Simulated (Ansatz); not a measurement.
# CH3 on Mg(0001), ontop start, 2x2 cell: photoemission fingerprints, part 2 of 5

Wanted: core-level shifts and unfolded surface bands for CH3 on Mg(0001), ontop start, 2x2 cell.

Ansatz 0.2.0; DFT, PBE, plane-wave PAW, default files, scalar-relativistic.

So far, work function, upper face (eV): step 2 (the clean face) 3.76.

**3. Relaxing the atoms**

System of this step: Mg16H3C. The cell holds 20 atoms: 3 H, 1 C and 16 Mg. Its edges and angles: a = 6.380 Å, b = 6.380 Å, c = 25.195 Å, α = 90.0°, β = 90.0°, γ = 60.0°. It derives from Mg. How the cell was made: adsorbate; added: CH3; site: ontop; coverage 0.25 monolayer; cell: 2x2; on one face. Regions: ad, 4 atoms (3 H and 1 C); L1, 4 atoms (4 Mg); L2, 4 atoms (4 Mg); L3, 4 atoms (4 Mg); rest, 4 atoms (4 Mg). Vacuum lies along c.

Levels and vacuum steps follow bond lengths, so the atoms are relaxed first. 8 atoms are held to stand for the bulk. A dipole correction cancels the field between unlike faces.

The input, input.yaml:

```yaml
crystal:
  lattice:
    - [6.38, 0.0, 0.0]
    - [3.19, 5.5252420761, 0.0]
    - [0.0, 0.0, 25.195]
  atoms:
    - { symbol: H, position: [0.161986398, 0.0, 0.702321889] }
    - { symbol: H, position: [0.842373591, 0.161078915, 0.702321889] }
    - { symbol: H, position: [0.002883779, 0.838921085, 0.702321889] }
    - { symbol: C, position: [0.000234105, 0.0, 0.68803334] }
    - { symbol: Mg, position: [0.0, 0.0, 0.60666799] }
    - { symbol: Mg, position: [0.5, 0.0, 0.60666799] }
    - { symbol: Mg, position: [0.0, 0.5, 0.60666799] }
    - { symbol: Mg, position: [0.5, 0.5, 0.60666799] }
    - { symbol: Mg, position: [0.833333333, 0.333333333, 0.503671363] }
    - { symbol: Mg, position: [0.333333333, 0.333333333, 0.503671363] }
    - { symbol: Mg, position: [0.833333333, 0.833333333, 0.503671363] }
    - { symbol: Mg, position: [0.333333333, 0.833333333, 0.503671363] }
    - { symbol: Mg, position: [0.0, 0.0, 0.400674737] }
    - { symbol: Mg, position: [0.5, 0.0, 0.400674737] }
    - { symbol: Mg, position: [0.0, 0.5, 0.400674737] }
    - { symbol: Mg, position: [0.5, 0.5, 0.400674737] }
    - { symbol: Mg, position: [0.833333333, 0.333333333, 0.297678111] }
    - { symbol: Mg, position: [0.333333333, 0.333333333, 0.297678111] }
    - { symbol: Mg, position: [0.833333333, 0.833333333, 0.297678111] }
    - { symbol: Mg, position: [0.333333333, 0.833333333, 0.297678111] }
kpoints:
  mp_grid: { grid: [6, 6, 1] }
scf:
  occupations: { method: fermi_dirac, width: 0.05 }
  n_extra_bands: 16
hamiltonian:
  xc: pbe
  pseudopotentials: { kind: paw }
output:
  forces: true
  write_potential: true
  volumetric_format: []
efield:
  axis: 3
  dipole_correction: true
relax:
  f_tol: 0.03
  max_steps: 45
  constraints: [{ sites: [12, 13, 14, 15, 16, 17, 18, 19] }]
```

Command:

```
$ ansatz run input.yaml --threads 8 --pin off --max-ram 20480MiB --backend cpu --events-out ev --progress --plain --runs-dir out
```

Numbers of over 12 decimals in the logs are rounded to 6 here.

The log of the run:

```text
[...]
Crystal: 20 atoms, lattice volume = 888.150 Å³
Basis set: ecut = 420 eV, 17437 PW (Γ), exchange–correlation on 90×90×360 points (8 copies of the dense FFT grid, shifted against one another)
Bands: 100, of which v1, the nominal top of the filled ones, is band 84 counted from 1 (83 counted from 0)
Symmetry: 1 space group operations
[...]
k-points: 20 of 36 (time reversal used)
[...]
SCF iter   1: F=—  HF=-31076.841245 eV  |F-HF|=—  |Δ(HF+E_count)|=         —  Δρ=2.86e-3  dr2=5.12e-1  ethr=1.77e-3  p=-0.006 e·Å  D=-1.18e-3 V/Å  ΔV_dip=0.03 eV  dr2_dipole=2.58e-1  V_vac-E_F(+/−)=3.87/3.84 eV  ⟨swp⟩=13.2  Hψ=10422  notcnv=0  defer=37
[...]
SCF iter   6: F=-31076.784159 eV  HF=-31076.784160 eV  |F-HF|=9.06e-7  |Δ(HF+E_count)|=   3.44e-7  Δρ=7.66e-6  dr2=1.37e-6  ethr=1.35e-8  p=-0.088 e·Å  D=-1.79e-2 V/Å  ΔV_dip=0.45 eV  dr2_dipole=2.58e-7  V_vac-E_F(+/−)=4.21/3.75 eV  ⟨swp⟩=11.9  Hψ=16668  notcnv=0
SCF 1 converged in 6 iterations: F = -31076.784159 eV  dr2 = 1.37e-6
[...]
relax step   1: F+E_penalty+E_count = -31076.78415933 eV  Δ(F+E_penalty+E_count) = +0.000e0 eV  max|allowed force component| = 9.902e-1 eV/Å  Δτ_max = 0.0000 Å  (6 SCF iters, dr2 threshold 2.25e-5 eV, accepted)
[...]
SCF iter   5: F=-31076.907897 eV  HF=-31076.907901 eV  |F-HF|=3.97e-6  |Δ(HF+E_count)|=   6.65e-6  Δρ=3.20e-5  dr2=1.08e-5  ethr=3.67e-8  p=-0.110 e·Å  D=-2.24e-2 V/Å  ΔV_dip=0.56 eV  dr2_dipole=2.87e-7  V_vac-E_F(+/−)=4.31/3.74 eV  ⟨swp⟩=10.8  Hψ=14284  notcnv=0
SCF 2 converged in 5 iterations: F = -31076.907897 eV  dr2 = 1.08e-5
relax step   2: F+E_penalty+E_count = -31076.90789692 eV  Δ(F+E_penalty+E_count) = -1.237e-1 eV  max|allowed force component| = 3.393e-1 eV/Å  Δτ_max = 0.1933 Å  (5 SCF iters, dr2 threshold 6.13e-5 eV, accepted)
SCF iter   1: F=—  HF=-31077.070924 eV  |F-HF|=—  |Δ(HF+E_count)|=         —  Δρ=8.30e-3  dr2=4.87e-1  ethr=2.90e-3  p=-0.110 e·Å  D=-2.24e-2 V/Å  ΔV_dip=0.56 eV  dr2_dipole=6.44e-3  V_vac-E_F(+/−)=4.29/3.73 eV  ⟨swp⟩=3.2  Hψ=3864  notcnv=0  defer=31
[...]
SCF iter   5: F=-31076.945863 eV  HF=-31076.945861 eV  |F-HF|=2.07e-6  |Δ(HF+E_count)|=   1.52e-5  Δρ=2.26e-5  dr2=4.44e-6  ethr=4.31e-9  p=-0.133 e·Å  D=-2.70e-2 V/Å  ΔV_dip=0.68 eV  dr2_dipole=6.77e-9  V_vac-E_F(+/−)=4.42/3.73 eV  ⟨swp⟩=10.7  Hψ=14268  notcnv=0
SCF 3 converged in 5 iterations: F = -31076.945863 eV  dr2 = 4.44e-6
relax step   3: F+E_penalty+E_count = -31076.94586332 eV  Δ(F+E_penalty+E_count) = -3.797e-2 eV  max|allowed force component| = 6.752e-2 eV/Å  Δτ_max = 0.1757 Å  (5 SCF iters, dr2 threshold 7.20e-6 eV, accepted)
[...]
relax step   4: F+E_penalty+E_count = -31076.95057382 eV  Δ(F+E_penalty+E_count) = -4.711e-3 eV  max|allowed force component| = 5.697e-2 eV/Å  Δτ_max = 0.1173 Å  (7 SCF iters, accepted)
[...]
relax step   5: F+E_penalty+E_count = -31076.95246837 eV  Δ(F+E_penalty+E_count) = -1.895e-3 eV  max|allowed force component| = 4.386e-2 eV/Å  Δτ_max = 0.0554 Å  (6 SCF iters, accepted)
[...]
relax step   6: F+E_penalty+E_count = -31076.95289131 eV  Δ(F+E_penalty+E_count) = -4.229e-4 eV  max|allowed force component| = 1.586e-2 eV/Å  Δτ_max = 0.0209 Å  (4 SCF iters, dr2 threshold 1.14e-6 eV, accepted)
[...]
SCF iter   3: F=-31076.952892 eV  HF=-31076.952892 eV  |F-HF|=1.00e-9  |Δ(HF+E_count)|=   1.17e-8  Δρ=5.69e-7  dr2=2.99e-9  ethr=5.99e-11  p=-0.150 e·Å  D=-3.05e-2 V/Å  ΔV_dip=0.77 eV  dr2_dipole=9.04e-11  V_vac-E_F(+/−)=4.50/3.73 eV  ⟨swp⟩=9.2  Hψ=10554  notcnv=0
SCF 7 converged in 3 iterations: F = -31076.952892 eV  dr2 = 2.99e-9
relax step   7: F+E_penalty+E_count = -31076.95289156 eV  Δ(F+E_penalty+E_count) = -2.522e-7 eV  max|allowed force component| = 1.629e-2 eV/Å  Δτ_max = 0.0000 Å  (3 SCF iters, accepted)
NSCF: frozen V_eff on 20 k-points
[...]
SCF converged after 3 iterations
Free energy (F): -31076.952892 eV
[...]
Internal energy: -31076.898074 eV  (E = F + TS)
E sigma→0 (E₀):  -31076.925483 eV
Entropy (-TS):   -0.054818 eV (-2.741 meV/atom)
Fermi energy:    0.135840 eV
Dipole field:    D = -0.030520 V/Å  (p = -0.149797 e·Å, saw-weighted, corrected)
Work function:   Φ+ = 4.4976 eV   Φ− = 3.7285 eV
[...]
--- Forces (eV/Å), atoms counted from 1 ---
  atom   1  H     -0.01150498     0.00093028    -0.00752482
  atom   2  H      0.00195531    -0.01009351    -0.00587631
  atom   3  H      0.00300613     0.00709575    -0.00535794
  atom   4  C      0.00789460     0.00221385     0.01629378
  atom   5  Mg    -0.00109489    -0.00026480     0.00078015
  atom   6  Mg    -0.00034761     0.00145072    -0.00060019
  atom   7  Mg     0.00151779    -0.00035623     0.00021747
  atom   8  Mg    -0.00121140    -0.00110232     0.00035969
  atom   9  Mg    -0.00035665    -0.00006903     0.00085759
  atom  10  Mg     0.00005366     0.00013948    -0.00225599
  atom  11  Mg     0.00025214    -0.00029156     0.00101284
  atom  12  Mg     0.00007029     0.00021569     0.00094206
  atom  13  Mg     0.00034627     0.00002533     0.12816069
  atom  14  Mg     0.00001613    -0.01091633     0.03148991
  atom  15  Mg    -0.00976900     0.00500001     0.03140808
  atom  16  Mg     0.00912912     0.00600771     0.03153977
  atom  17  Mg     0.00023707    -0.05864218    -0.05853299
  atom  18  Mg    -0.00031773    -0.00004834    -0.04577574
  atom  19  Mg     0.05080558     0.02908733    -0.05871199
  atom  20  Mg    -0.05068315     0.02961852    -0.05840545
  max |Σ_I F_I| component: 2.06e-5 eV/Å
--- Band table (eV; the first three rows and the last of 20) ---
  k-point 0: bands = [... 80 lower, -0.9938, -0.8703, -0.8698, -0.8272, -0.4703, 0.3909, 0.3921, 0.4009, ... 12 higher]
  k-point 1: bands = [... 80 lower, -0.7835, -0.5256, -0.4354, -0.2998, -0.1021, 0.2145, 0.3417, 0.8384, ... 12 higher]
  k-point 2: bands = [... 80 lower, -0.6586, -0.4287, 0.0524, 0.2522, 0.2882, 1.1755, 1.1876, 1.2558, ... 12 higher]
  k-point 19: bands = [... 80 lower, -0.8086, -0.5238, 0.3452, 0.5364, 0.7409, 1.0277, 1.7317, 1.7556, ... 12 higher]
--- Relaxed structure (7 steps of the walk, 7 accepted, 0 SCFs on fresh bases) ---
  F+E_penalty+E_count = -31076.95289156 eV   max|allowed force component| = 1.629e-2 eV/Å
  atoms:
    - { symbol: H, position: [0.153583, 0.018175, 0.722302] }
    - { symbol: H, position: [0.831875, 0.152185, 0.722495] }
    - { symbol: H, position: [0.019687, 0.830381, 0.722496] }
    - { symbol: C, position: [0.00149579, 0.000215806, 0.707249] }
    - { symbol: Mg, position: [-6.20451611824138e-5, 3.068105743988722e-5, 0.621014] }
    - { symbol: Mg, position: [0.500256, -0.000442309, 0.605837] }
    - { symbol: Mg, position: [-0.000598739, 0.500276, 0.605807] }
    - { symbol: Mg, position: [0.500101, 0.500213, 0.605808] }
    - { symbol: Mg, position: [0.834992, 0.329904, 0.505035] }
    - { symbol: Mg, position: [0.333278, 0.333329, 0.501921] }
    - { symbol: Mg, position: [0.835037, 0.835072, 0.505022] }
    - { symbol: Mg, position: [0.329874, 0.835083, 0.505051] }
    - { symbol: Mg, position: [0.0, 0.0, 0.400674737] }
    - { symbol: Mg, position: [0.5, 0.0, 0.400674737] }
    - { symbol: Mg, position: [2.7755575615628914e-17, 0.500000, 0.400674737] }
    - { symbol: Mg, position: [0.500000, 0.500000, 0.400674737] }
    - { symbol: Mg, position: [0.833333, 0.333333, 0.297678111] }
    - { symbol: Mg, position: [0.333333, 0.333333, 0.297678111] }
    - { symbol: Mg, position: [0.833333, 0.833333333, 0.297678111] }
    - { symbol: Mg, position: [0.333333, 0.833333333, 0.297678111] }
```

Elapsed: 98 s, on 8 threads of Arm Neoverse V2, shared host; peak memory 3.7 GiB.

Step by step:

```
step  energy less that of the first step (eV)  largest force component (eV/Å)
   1                                   0.0000                          0.9902
   2                                  -0.1237                          0.3393
   3                                  -0.1617                          0.0675
   4                                  -0.1664                          0.0570
   5                                  -0.1683                          0.0439
   6                                  -0.1687                          0.0159
   7                                  -0.1687                          0.0163
```

The atoms that moved most (Å):

```
atom      dx      dy      dz  length
  H2  -0.095  -0.049   0.508   0.519
  H3   0.080  -0.047   0.508   0.517
  H1   0.004   0.100   0.503   0.513
  C4   0.009   0.001   0.484   0.484
 Mg5   0.000   0.000   0.361   0.361
Mg10   0.000   0.000  -0.044   0.044
Mg12  -0.016   0.010   0.035   0.040
 Mg9   0.000  -0.019   0.034   0.039
```

The relaxed structure:

```cif
data_structure
_symmetry_space_group_name_H-M 'P 1'
_symmetry_Int_Tables_number 1
_cell_length_a 6.3800
_cell_length_b 6.3800
_cell_length_c 25.1950
_cell_angle_alpha 90.000
_cell_angle_beta 90.000
_cell_angle_gamma 60.000
_cell_volume 888.15
loop_
_atom_site_label
_atom_site_type_symbol
_atom_site_fract_x
_atom_site_fract_y
_atom_site_fract_z
_atom_site_occupancy
H1 H 0.15358 0.01817 0.72230 1
H2 H 0.83187 0.15218 0.72249 1
H3 H 0.01969 0.83038 0.72250 1
C4 C 0.00150 0.00022 0.70725 1
Mg5 Mg 0.99994 0.00003 0.62101 1
Mg6 Mg 0.50026 0.99956 0.60584 1
Mg7 Mg 0.99940 0.50028 0.60581 1
Mg8 Mg 0.50010 0.50021 0.60581 1
Mg9 Mg 0.83499 0.32990 0.50503 1
Mg10 Mg 0.33328 0.33333 0.50192 1
Mg11 Mg 0.83504 0.83507 0.50502 1
Mg12 Mg 0.32987 0.83508 0.50505 1
Mg13 Mg 0.00000 0.00000 0.40067 1
Mg14 Mg 0.50000 0.00000 0.40067 1
Mg15 Mg 0.00000 0.50000 0.40067 1
Mg16 Mg 0.50000 0.50000 0.40067 1
Mg17 Mg 0.83333 0.33333 0.29768 1
Mg18 Mg 0.33333 0.33333 0.29768 1
Mg19 Mg 0.83333 0.83333 0.29768 1
Mg20 Mg 0.33333 0.83333 0.29768 1
```

This step gave:

```yaml
free_energy: -31076.9529 eV
energy_at_zero_smearing: -31076.9255 eV
smearing_term_ts: 0.05482 eV
fermi_energy: 0.1358 eV
symmetry_operations: 1
work_function_upper_face: 4.498 eV
work_function_lower_face: 3.728 eV
```

The relaxation ends 8.4 meV an atom lower, with a largest force component of 0.016 eV/Å on the free atoms. Between step 2 and this run (20 atoms) the value for the work function, upper face moves from 3.76 eV to 4.50 eV (+20 %).

**4. Bands by layer**

The main run: bands along the zone's path, each state's share in the top and middle regions, the DOS and the planar potential. The cell holds 4 small cells, so the bands are unfolded.

The input, input.yaml:

```yaml
crystal:
  lattice:
    - [6.38, 0.0, 0.0]
    - [3.19, 5.5252420761, 0.0]
    - [0.0, 0.0, 25.195]
  atoms:
    - { symbol: H, position: [0.1535832841, 0.0181748737, 0.7223020999] }
    - { symbol: H, position: [0.8318749036, 0.1521847252, 0.7224948431] }
    - { symbol: H, position: [0.0196868295, 0.8303813749, 0.7224959539] }
    - { symbol: C, position: [0.0014957892, 0.000215806, 0.7072490115] }
    - { symbol: Mg, position: [-6.20452e-05, 3.06811e-05, 0.6210144287] }
    - { symbol: Mg, position: [0.5002557277, -0.0004423089, 0.6058373647] }
    - { symbol: Mg, position: [-0.0005987387, 0.500275642, 0.6058074272] }
    - { symbol: Mg, position: [0.5001014818, 0.5002127919, 0.6058081357] }
    - { symbol: Mg, position: [0.8349919699, 0.3299044072, 0.5050345301] }
    - { symbol: Mg, position: [0.3332779776, 0.3333294986, 0.5019205431] }
    - { symbol: Mg, position: [0.8350366294, 0.8350722461, 0.505021913] }
    - { symbol: Mg, position: [0.3298735008, 0.8350828078, 0.5050509964] }
    - { symbol: Mg, position: [0.0, 0.0, 0.400674737] }
    - { symbol: Mg, position: [0.5, 0.0, 0.400674737] }
    - { symbol: Mg, position: [0.0, 0.5, 0.400674737] }
    - { symbol: Mg, position: [0.5, 0.5, 0.400674737] }
    - { symbol: Mg, position: [0.833333333, 0.333333333, 0.297678111] }
    - { symbol: Mg, position: [0.333333333, 0.333333333, 0.297678111] }
    - { symbol: Mg, position: [0.833333333, 0.833333333, 0.297678111] }
    - { symbol: Mg, position: [0.333333333, 0.833333333, 0.297678111] }
kpoints:
  mp_grid: { grid: [6, 6, 1] }
scf:
  occupations: { method: fermi_dirac, width: 0.05 }
  n_extra_bands: 26
hamiltonian:
  xc: pbe
  pseudopotentials: { kind: paw }
output:
  forces: true
  write_potential: true
  volumetric_format: []
  dos:
    projected:
      site_lists:
        adsorbate: [0, 1, 2, 3]
        layer_1: [4, 5, 6, 7]
        layer_2: [8, 9, 10, 11]
        layer_3: [12, 13, 14, 15]
        other_layers: [16, 17, 18, 19]
    de: 0.05
    e_range: [-30, 12]
    method: { smearing: { sigma: 0.15, scheme: gaussian } }
  eigenstates:
    kpoints:
      - [0.33333333, -0.33333333, 0.0]
      - [0.25, -0.375, 0.0]
      - [0.16666667, -0.41666667, 0.0]
      - [0.08333333, -0.45833333, 0.0]
      - [0.0, 0.5, 0.0]
      - [-0.08333333, 0.45833333, 0.0]
      # [... 29 more points ...]
      - [0.25, 0.5, 0.0]
      - [0.29166667, -0.41666667, 0.0]
    e_range: [-8.0, 4.0]
    unfold:
      supercell_matrix: [[2, 0, 0], [0, 2, 0], [0, 0, 1]]
      layers:
        axis: 3
        edges: [0.138916, 0.426768, 0.426868, 0.573335, 0.573435, 0.881256]
efield:
  axis: 3
  dipole_correction: true
```

The log of the run:

```text
[...]
Crystal: 20 atoms, lattice volume = 888.150 Å³
Basis set: ecut = 420 eV, 17437 PW (Γ), exchange–correlation on 90×90×360 points (8 copies of the dense FFT grid, shifted against one another)
Bands: 110, of which v1, the nominal top of the filled ones, is band 84 counted from 1 (83 counted from 0)
Symmetry: 1 space group operations
[...]
k-points: 20 of 36 (time reversal used)
[...]
SCF iter   1: F=—  HF=-31077.007704 eV  |F-HF|=—  |Δ(HF+E_count)|=         —  Δρ=2.89e-3  dr2=5.28e-1  ethr=1.77e-3  p=-0.047 e·Å  D=-9.57e-3 V/Å  ΔV_dip=0.24 eV  dr2_dipole=2.68e-1  V_vac-E_F(+/−)=4.06/3.82 eV  ⟨swp⟩=11.3  Hψ=11525  notcnv=0  defer=187
[...]
SCF iter   8: F=-31076.952890 eV  HF=-31076.952890 eV  |F-HF|=1.65e-8  |Δ(HF+E_count)|=   1.37e-7  Δρ=5.24e-7  dr2=1.31e-8  ethr=2.31e-11  p=-0.150 e·Å  D=-3.05e-2 V/Å  ΔV_dip=0.77 eV  dr2_dipole=8.22e-9  V_vac-E_F(+/−)=4.50/3.73 eV  ⟨swp⟩=10.8  Hψ=12163  notcnv=0
WARN: efield: at this solve's end the planar-averaged density reaches 1.10e-5 e/Å³ inside the ramp window [0.9204, 0.0998] (bound 1e-5 e/Å³), and -1.06e-6 e/Å³ on another of its planes; the window's nearer edge stands 4.99 Å from this solve's nearest atom along the axis. Its work functions, free energy, forces, stress, dipole, levels and responses can be off, and this figure does not tell by how much. A short vacuum, a low `basis.ecutwfc` or `basis.ecutrho_ratio` and negative occupations (`scf.occupations.method`) can put density there. See the manual's quickstart, § The vacuum guard
SCF 1 converged in 8 iterations: F = -31076.952890 eV  dr2 = 1.31e-8
[...]
efield: sawtooth ramp at fractional position 0.9601 (kept from the solve that this one continues, or follows in the run), width 0.1000; the density the first Hamiltonian is built on has a dipole p = -0.150 e·Å; the dipole correction subtracts the counter field D = -3.05e-2 V/Å, which shifts the + side's vacuum level by +0.77 eV against the − side's; the planar-averaged density in the ramp window peaks in size at 1.1e-5 e/Å³
[...]
SCF converged after 8 iterations
Free energy (F): -31076.952890 eV
[...]
Internal energy: -31076.898072 eV  (E = F + TS)
E sigma→0 (E₀):  -31076.925481 eV
Entropy (-TS):   -0.054818 eV (-2.741 meV/atom)
Fermi energy:    0.128062 eV
Dipole field:    D = -0.030588 V/Å  (p = -0.150132 e·Å, saw-weighted, corrected)
Work function:   Φ+ = 4.4984 eV   Φ− = 3.7276 eV
[...]
Vacuum region:   at the solve's end the planar-averaged density reaches 1.10e-5 e/Å³ inside the ramp window [0.9204, 0.0998] (bound 1e-5 e/Å³), and -1.06e-6 e/Å³ on another of its planes
[...]
--- Forces (eV/Å), atoms counted from 1 ---
  atom   1  H     -0.01159506     0.00092470    -0.00754908
  atom   2  H      0.00200543    -0.01016905    -0.00590014
  atom   3  H      0.00304668     0.00717696    -0.00538185
  atom   4  C      0.00789578     0.00221404     0.01630002
  atom   5  Mg    -0.00109465    -0.00026495     0.00081580
  atom   6  Mg    -0.00034768     0.00145145    -0.00060569
  atom   7  Mg     0.00151840    -0.00035703     0.00021124
  atom   8  Mg    -0.00121230    -0.00110271     0.00035335
  atom   9  Mg    -0.00035656    -0.00006588     0.00086137
  atom  10  Mg     0.00005363     0.00013952    -0.00225043
  atom  11  Mg     0.00024942    -0.00029312     0.00101659
  atom  12  Mg     0.00007294     0.00021404     0.00094582
  atom  13  Mg     0.00034625     0.00002533     0.12816554
  atom  14  Mg     0.00001614    -0.01092133     0.03149277
  atom  15  Mg    -0.00977332     0.00500254     0.03141090
  atom  16  Mg     0.00913346     0.00601018     0.03154254
  atom  17  Mg     0.00023706    -0.05863837    -0.05853632
  atom  18  Mg    -0.00031772    -0.00004833    -0.04577543
  atom  19  Mg     0.05080232     0.02908543    -0.05871531
  atom  20  Mg    -0.05067986     0.02961661    -0.05840880
  max |Σ_I F_I| component: 7.10e-6 eV/Å
--- Band table (eV; the first three rows and the last of 20) ---
  k-point 0: bands = [... 80 lower, -1.0016, -0.8781, -0.8776, -0.8349, -0.4780, 0.3831, 0.3843, 0.3931, ... 22 higher]
  k-point 1: bands = [... 80 lower, -0.7913, -0.5334, -0.4432, -0.3076, -0.1099, 0.2067, 0.3339, 0.8307, ... 22 higher]
  k-point 2: bands = [... 80 lower, -0.6663, -0.4364, 0.0446, 0.2444, 0.2805, 1.1677, 1.1798, 1.2481, ... 22 higher]
  k-point 19: bands = [... 80 lower, -0.8164, -0.5316, 0.3374, 0.5286, 0.7331, 1.0200, 1.7239, 1.7479, ... 22 higher]
```

Wall time 97 s (8 threads); peak memory 5.4 GiB.

The column dr2 measures how far the density is from self-consistency, as an energy; F and HF (Harris–Foulkes) agree once it is small.

This step gave:

* Fermi energy: 0.1281 eV
* share of occupied states in no projected shell: 0.2109 of the occupied states in the window
* DOS at the Fermi level: 7.717 states/eV/cell

(Part 2 of 5 ends here.)

[Logs are printed without paths, hosts, clocks, repeated set-up lines and the standing remarks that a program may print on its own settings, such as how far it seeks lower states.]

[Hosts, paths, dates, database ids (printed as entryN), source tags and the programs' standing remarks are cut or masked in the printed files.]

[Maps of the electrostatic potential energy from Ansatz leave out the sawtooth potential of an applied field or a dipole correction, so their vacuum need not be flat; work functions include it.]
